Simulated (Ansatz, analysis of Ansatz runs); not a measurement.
# Migration in Li5AuO4 (C2/m): V_Li hop (2.7 Å), charge −1, part 2 of 2

Aim: the barrier of one jump in Li5AuO4 (C2/m) at charge −1: V_Li hop (2.7 Å). The model is a cell of 80 host atoms with 1 Li taken out; Li is the atom that moves.

Ansatz 0.2.0; plane-wave PAW DFT, PBEsol; nudged elastic band between two relaxed defect structures at fixed charge in a uniform background.

So far, barrier forward (eV): step 4 (nudged elastic band, charge −1, PBEsol) 0.976; step 6 (barrier from single points, PBEsol, denser k-mesh) 0.975; step 8 (barrier from single points, LDA, LDA PBEsol, analysis of Ansatz runs) 0.856; step 10 (barrier from single points, r2SCAN) 1.02.

## 11. Single point at the top of the path, PBEsol

A single point at the top of the band gives the levels near the gap and the populations there.

This step: plane-wave PAW DFT, PBEsol; single point of a defect supercell on a structure of the PBEsol path.

qm1.top.probe/input.yaml

```yaml
crystal:
  lattice:
    - [9.40268524, 0.0, -0.02548652]
    - [0.0, 9.40405317, 0.0]
    - [-2.07562506, 0.0, 9.16358709]
  atoms:
    - { symbol: Li, position: [-0.00094373, 0.79065741, 0.24897518] }
    - { symbol: Li, position: [0.24531745, 0.29686407, 0.24422765] }
[... 9 atom lines left out ...]
    - { symbol: Au, position: [0.24365821, -0.00369442, 0.24403265] }
[... 3 atom lines left out ...]
    - { symbol: O, position: [0.3609835, 0.84638802, 0.36553725] }
[... 3 atom lines left out ...]
    - { symbol: O, position: [0.35311454, 0.15270762, 0.35601674] }
[... 5 atom lines left out ...]
    - { symbol: Li, position: [0.24825734, 0.22645168, 0.49585419] }
[... 7 atom lines left out ...]
    - { symbol: O, position: [0.37583207, 0.35009724, 0.62983183] }
[... 12 atom lines left out ...]
    - { symbol: Li, position: [0.49686612, 0.21470205, 0.25035028] }
[... 7 atom lines left out ...]
    - { symbol: O, position: [0.62748203, 0.35410008, 0.36872788] }
[... 9 atom lines left out ...]
    - { symbol: Li, position: [0.74718769, 0.22593912, 0.50266327] }
    - { symbol: Li, position: [0.5057919, 0.21408097, 0.75536312] }
[... 1 atom line left out ...]
    - { symbol: Li, position: [0.49419495, 0.15501765, 0.50663704] }
[... 3 atom lines left out ...]
    - { symbol: O, position: [0.6390124, 0.84611275, 0.63502923] }
[... 3 atom lines left out ...]
    - { symbol: O, position: [0.64713733, 0.15232974, 0.64494407] }
[... 2 atom lines left out ...]
    - { symbol: O, position: [0.87695309, 0.14564074, 0.88018624] }
total_charge: -1
basis:
  ecutwfc: 420
  xc_grid: 2
hamiltonian:
  xc: pbesol
kpoints:
  mp_grid: { grid: [1, 1, 1], shift: [0.25, 0.25, 0.25] }
scf:
  occupations: { method: fixed }
  max_iter: 100
output:
  forces: true
  eigenvalues: true
  eigenstates: { localisation: true }
  populations: true
  write_density: true
  write_potential: true
  volumetric_format: npy
  elf: true
checkpoint:
  write: "../qm1.top.probe.run"
  compress: false
  write_wavefunctions: false
  write_every: 100000
```

On the command line:

```console
$ ansatz run input.yaml --threads 4 --pin off --max-ram 14131MiB --backend cpu --events-out ev --progress --plain --runs-dir out
```

The job ended after 28 s (4 threads of Arm Neoverse V1, shared host; peak memory 1.5 GiB).

This step gave:

- free energy: -129954.4628 eV

From eigenstates.tsv, first k-point; energies on the run's zero. The participation number counts the atoms that a state is spread over, of 79; bands count from 0.

```csv
spin,band,energy (eV),occupation,participation,largest share on,share
both,225,5.127,2.00,35.2,O72,0.07
both,226,5.185,2.00,21.1,O55,0.13
both,227,5.223,2.00,26.9,O34,0.10
both,228,5.256,2.00,23.6,O55,0.09
both,229,5.361,2.00,16.3,Au71,0.13
both,230,5.458,2.00,9.6,O16,0.20
both,231,7.803,0.00,14.9,Au32,0.19
both,232,7.810,0.00,13.5,Au52,0.20
both,233,7.889,0.00,15.2,Au31,0.18
both,234,7.944,0.00,18.3,Au51,0.12
both,235,8.006,0.00,32.8,Au51,0.08
```

Under PBEsol at one point at (¼, ¼, ¼), the highest filled state is spread over 10 of 79 atoms, and the lowest empty one, 2.35 eV above it, is spread over 15 of 79 atoms.

Löwdin populations of the atoms near the centre, and their excess over far atoms of the same element, which can also hold differences between inequivalent host sites (the log counts sites from 0):

```csv
atom,distance from the centre (Å),electrons,excess
Li68,0.16,2.246,-0.037
O20,1.71,7.080,0.004
O76,1.71,7.080,0.005
Li47,2.44,2.291,0.008
Li65,2.45,2.271,-0.013
Li66,2.48,2.293,0.009
Li26,2.49,2.272,-0.011
O34,2.71,7.062,-0.014
```

Valence density in the bc plane at fractional x = 0.500, through the centre, with atoms of Li and Au within 0.45 Å of it. It is the smooth field of the valence electrons, not physical close to the nuclei.

Ten steps, logarithmic in the rise over the least value, from '0' (0 e/Å³) to '9' (13 e/Å³), each cell a mean:
```
74111147510000000376211126
11111112111000001121111111
00111111111122211111111100
00011111122355432111111000
00002551123688752112541000
00005873124799863114873000
00003662124799853113763000
00001211123577642111221000
00001001111233322111011000
00011100011111111111111000
00156300000000000135310000
00278500000000000168610000
00156400000000000157510000
00011000000000001112111000
00001000111122211111111000
00000101112355432211110000
00002541123688752112541000
00005873124799863114884000
00004762124799863113763000
00001211123577642111211000
00011111112233322111111100
00111111111111111111111100
52111135410000000244111114
85111168720000000488311127
```
Columns run along b (9.4 Å), rows up along c (9.4 Å). Atoms in or near the plane, at fractional coordinates: Li at (0.79, 0.25), Li at (0.28, 0.00), Li at (0.72, 0.00), Li at (0.21, 0.25), Li at (0.00, 0.00), Au at (0.50, 0.25), Li at (0.79, 0.75), Li at (0.74, 0.50), Li at (0.21, 0.76), Li at (0.16, 0.51), Au at (0.50, 0.75).

ELF in the bc plane at fractional x = 0.500, through the centre, with atoms of Li and Au within 0.45 Å of it. It is the smooth field of the valence electrons, not physical close to the nuclei.

Ten even steps from '0' (0.08 × 1e-1) to '9' (9.80 × 1e-1), each cell a mean:
```
93011038500000000287101006
10233100011111111000023300
01354101232122212310024420
01231001222244322320002310
00001430112456531110330000
00005991013567642003993000
00002750012566541101771000
00110000222355422220000100
00222001321233212320013310
00000000221111112210013310
00035200000000001024101100
00189600000000000079600000
00046300000000000058400000
00000000111011011101012210
00232000221122212320023310
00121000221244322320001210
00001430112456531110330000
00005991013567642102993000
00002860012566542101771000
00110000222355422210000110
01343101332233212320024420
00344100122112112200024410
51021014200000000033012103
95000069810000000499200018
```
Columns run along b (9.4 Å), rows up along c (9.4 Å). Atoms in or near the plane, at fractional coordinates: Li at (0.79, 0.25), Li at (0.28, 0.00), Li at (0.72, 0.00), Li at (0.21, 0.25), Li at (0.00, 0.00), Au at (0.50, 0.25), Li at (0.79, 0.75), Li at (0.74, 0.50), Li at (0.21, 0.76), Li at (0.16, 0.51), Au at (0.50, 0.75).

Electrostatic potential energy in the bc plane at fractional x = 0.500, through the centre, with atoms of Li and Au within 0.45 Å of it. With pseudopotentials it is smooth inside the atoms' cores, unlike the true potential.

Ten even steps from '_' (-39 eV) to '@' (11 eV), each cell a mean:
```
--++%%@@@@%%++--==##@@@@@@@@@@@@%%**----**@@@@@@##==
##%%@@@@@@@@%%##%%@@@@@@@@@@@@@@@@%%####%%@@@@@@%%##
@@@@@@@@@@@@@@@@@@@@@@@@%%%%@@@@@@@@@@@@@@@@@@@@@@@@
@@@@@@@@@@%%%%@@@@@@%%##++==**%%@@@@@@@@%%%%@@@@@@@@
@@@@@@%%##++++%%@@@@##::______++%%@@@@##++++##@@@@@@
@@@@@@%%++::::**%%%%**________--%%@@%%++::::**%%@@@@
@@@@@@%%**--==##@@@@**..______==%%@@%%**----**@@@@@@
@@@@@@@@%%##%%@@@@@@%%++::..--##@@@@@@%%####%%@@@@@@
@@@@@@@@@@@@@@@@@@@@@@%%####%%@@@@@@@@@@@@@@@@@@@@@@
@@@@@@%%%%%%@@@@@@@@@@@@@@@@@@@@@@@@@@%%%%@@@@@@@@@@
@@@@%%++==**%%@@@@@@@@@@@@@@@@@@@@%%**++**%%@@@@@@@@
@@@@**--..==%%@@@@@@@@@@@@@@@@@@@@##==..==%%@@@@@@@@
@@@@##++==**%%@@@@@@@@@@@@@@@@@@@@%%==--++%%@@@@@@@@
@@@@@@%%##%%@@@@@@@@@@@@@@@@@@@@@@@@%%##%%@@@@@@@@@@
@@@@@@@@@@@@@@@@@@@@@@@@%%%%@@@@@@@@@@@@@@@@@@@@@@@@
@@@@@@@@%%%%%%@@@@@@@@##++==**%%@@@@@@@@%%%%@@@@@@@@
@@@@@@%%##++++%%@@@@##--____..++%%@@@@##++++##@@@@@@
@@@@@@%%++::::**%%%%**..______--##@@%%++::::**%%@@@@
@@@@@@%%**--==##@@@@**..______--%%@@%%**--==**%%@@@@
@@@@@@@@%%####%%@@@@%%++....--**%%@@@@%%####%%@@@@@@
@@@@@@@@@@@@@@@@@@@@@@%%####%%%%@@@@@@@@@@@@@@@@@@@@
%%@@@@@@@@@@%%%%%%@@@@@@@@@@@@@@@@@@%%%%@@@@@@@@@@%%
++##@@@@@@%%**++**%%@@@@@@@@@@@@@@##++++##@@@@@@%%++
..==%%@@@@%%==..--##@@@@@@@@@@@@%%++::::**%%@@@@##--
```
Columns run along b (9.4 Å; values clipped at the 3rd and 97th percentile), rows up along c (9.4 Å). Atoms in or near the plane, at fractional coordinates: Li at (0.79, 0.25), Li at (0.28, 0.00), Li at (0.72, 0.00), Li at (0.21, 0.25), Li at (0.00, 0.00), Au at (0.50, 0.25), Li at (0.79, 0.75), Li at (0.74, 0.50), Li at (0.21, 0.76), Li at (0.16, 0.51), Au at (0.50, 0.75).

The distance between the highest filled and the lowest empty level goes from 2.52 eV at the start to 2.35 eV at the top.

## 12. Summary of results

```
barrier forward                                   : 0.98 eV
barrier backward                                  : 0.41 eV
end less start                                    : 0.57 eV
hop length                                        : 2.35 Å
band iterations, as the log counts them           : 5
barrier from single points, PBEsol, denser k-mesh : 0.97 eV
barrier from single points, LDA                   : 0.86 eV
barrier from single points, r2SCAN                : 1.02 eV
```

**Reading.** The top of the band lies 0.98 eV above the start and 0.41 eV above the end. The ends differ by 0.57 eV, so they aren't like places or like states; the smaller barrier is only the way out of the higher one. With an assumed prefactor of 1e13 per second it gives one hop a second along this one path at about 380 K; whether such hops link up through the crystal wasn't checked. At the top Li68 stands 1.71 Å from its nearest O, 0.26 Å closer than at the start. Across functionals on this path (PBEsol 0.976, LDA 0.856 and r2SCAN 1.018 eV) the forward values spread by 0.161 eV. The order of the top as a saddle was not checked for all atoms, so a bent path could be lower. No image-charge correction is applied; it largely cancels along a path if the charge stays localised alike. Limits: one k-point off the zone centre stands for the whole zone; spin–orbit coupling, which can matter with heavy atoms, is left out.

[Logs are printed without paths, hosts, clocks, repeated set-up lines and the standing remarks that a program may print on its own settings, such as how far it seeks lower states.]

[Hosts, paths, dates, database ids (printed as entryN), source tags and the programs' standing remarks are cut or masked in the printed files.]
